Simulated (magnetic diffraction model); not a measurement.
# Solving a magnetic structure from powder neutron data: Nd₃Y₄Cu₃

Space group I-43d (no. 220), a = 10.1350 Å.

| site | atom | x | y | z |
| --- | --- | --- | --- | --- |
| 12b | Nd | 1/2 | 1/4 | 1/8 |
| 16c | Y | 0.1610 | 0.1610 | 0.1610 |
| 12a | Cu | 0 | 3/4 | 1/8 |

This is a made-up structure (elements placed in a structure type, unrelaxed), so the numbers test the method and describe no known phase.

Only Nd is taken to order (form factors of Nd3+); orders and moment sizes are assumed, and not adapted to the symmetry. Radiation: neutrons of λ = 2.567 Å, 8° to 80°; isotropic B of 0.13 Å² (Nd), 0.15 Å² (Y) and 0.18 Å² (Cu). Simulated constant-wavelength pattern: nuclear and magnetic terms add, the magnetic one as |2.695 fm × Σ f S⊥ exp(2πi Q·r) exp(−B s²)|², summed over all Q at one angle with the factor 1/(sin²θ cos θ). For collinear order S is the moment m, which repeats by lattice and centring translations R with the sign exp(−2πi k·R). Free-ion form factors, Sears's scattering lengths of 1992, no absorption; a label names one of the reflections at its angle. The strongest nuclear line in the range is 100, and lines under 0.2 are left out.

Above the ordering temperature:

```tsv
2θ (°)	index	I
36.14	(2 1 1)	6.1
41.98	(2 2 0)	4.6
47.22	(3 1 0)	12.2
56.57	(3 2 1)	100.0
68.99	(4 2 0)	43.2
72.88	(3 3 2)	6.7
76.69	(4 2 2)	20.9
```

Below it (cell unchanged):

```
2θ (°)      I
 14.55    7.6
 25.34    2.9
 32.90    5.7
 36.14    6.1
 41.98    4.6
 44.66    2.7
 47.22   12.2
 49.67    2.3
 54.34    2.4
 56.57  100.0
 62.95    3.6
 67.01    1.3
 68.99   43.2
 70.95    1.8
 72.88    6.7
 76.69   20.9
 78.57    0.9
```

**Question.** Find the propagation vector, then choose among these models:
A. collinear moments along [010], 2.2 μB on Nd; signs + at (1/2, 1/4, 1/8), − at (1/2, 3/4, 3/8), + at (1/8, 1/2, 1/4), + at (3/8, 1/2, 3/4), + at (1/4, 1/8, 1/2), + at (3/4, 3/8, 1/2)
B. collinear moments along [100], 2.2 μB on Nd; signs + at (1/2, 1/4, 1/8), − at (1/2, 3/4, 3/8), + at (1/8, 1/2, 1/4), + at (3/8, 1/2, 3/4), + at (1/4, 1/8, 1/2), + at (3/4, 3/8, 1/2)
C. collinear moments along [010], 2.2 μB on Nd; signs + at (1/2, 1/4, 1/8), + at (1/2, 3/4, 3/8), + at (1/8, 1/2, 1/4), − at (3/8, 1/2, 3/4), + at (1/4, 1/8, 1/2), − at (3/4, 3/8, 1/2)
D. collinear moments along [100], 2.2 μB on Nd; signs + at (1/2, 1/4, 1/8), + at (1/2, 3/4, 3/8), + at (1/8, 1/2, 1/4), − at (3/8, 1/2, 3/4), + at (1/4, 1/8, 1/2), − at (3/4, 3/8, 1/2)

The new lines index as (0 1 0) at 14.55°, (1 1 1) at 25.34°, (2 1 0) at 32.90° and (2 2 1) at 44.66°, that is as H ± k with k = (1 0 0). The indices are whole but break the lattice centring, so the moments reverse under a centring translation, those with k·t a half-integer.

Magnetic intensity, observed (below minus above) and for each model:

| 2θ (°) | index | observed | A | B | C | D |
| --- | --- | --- | --- | --- | --- | --- |
| 14.55 | (0 1 0) | 7.6 | 1.3 | 8.9 | 8.9 | 7.6 |
| 32.90 | (2 1 0) | 5.7 | 6.2 | 4.5 | 4.5 | 5.7 |
| 44.66 | (2 2 1) | 2.7 | 3.4 | 4.1 | 4.1 | 2.7 |
| 54.34 | (3 0 2) | 2.4 | 1.7 | 1.9 | 1.9 | 2.4 |
| 62.95 | (3 2 2) | 3.6 | 3.0 | 2.6 | 2.6 | 3.6 |
| 67.01 | (3 3 1) | 1.3 | 1.3 | 1.3 | 1.3 | 1.3 |
| 70.95 | (4 2 1) | 1.8 | 2.5 | 2.6 | 2.6 | 1.8 |
| 78.57 | (4 3 0) | 0.9 | 1.4 | 1.3 | 1.3 | 0.9 |

Model D matches.

The structure used: k = (1 0 0), collinear moments along [100], 2.2 μB on Nd; signs + at (1/2, 1/4, 1/8), + at (1/2, 3/4, 3/8), + at (1/8, 1/2, 1/4), − at (3/8, 1/2, 3/4), + at (1/4, 1/8, 1/2), − at (3/4, 3/8, 1/2).

[Logs are printed without paths, hosts, clocks, repeated set-up lines and the standing remarks that a program may print on its own settings, such as how far it seeks lower states.]
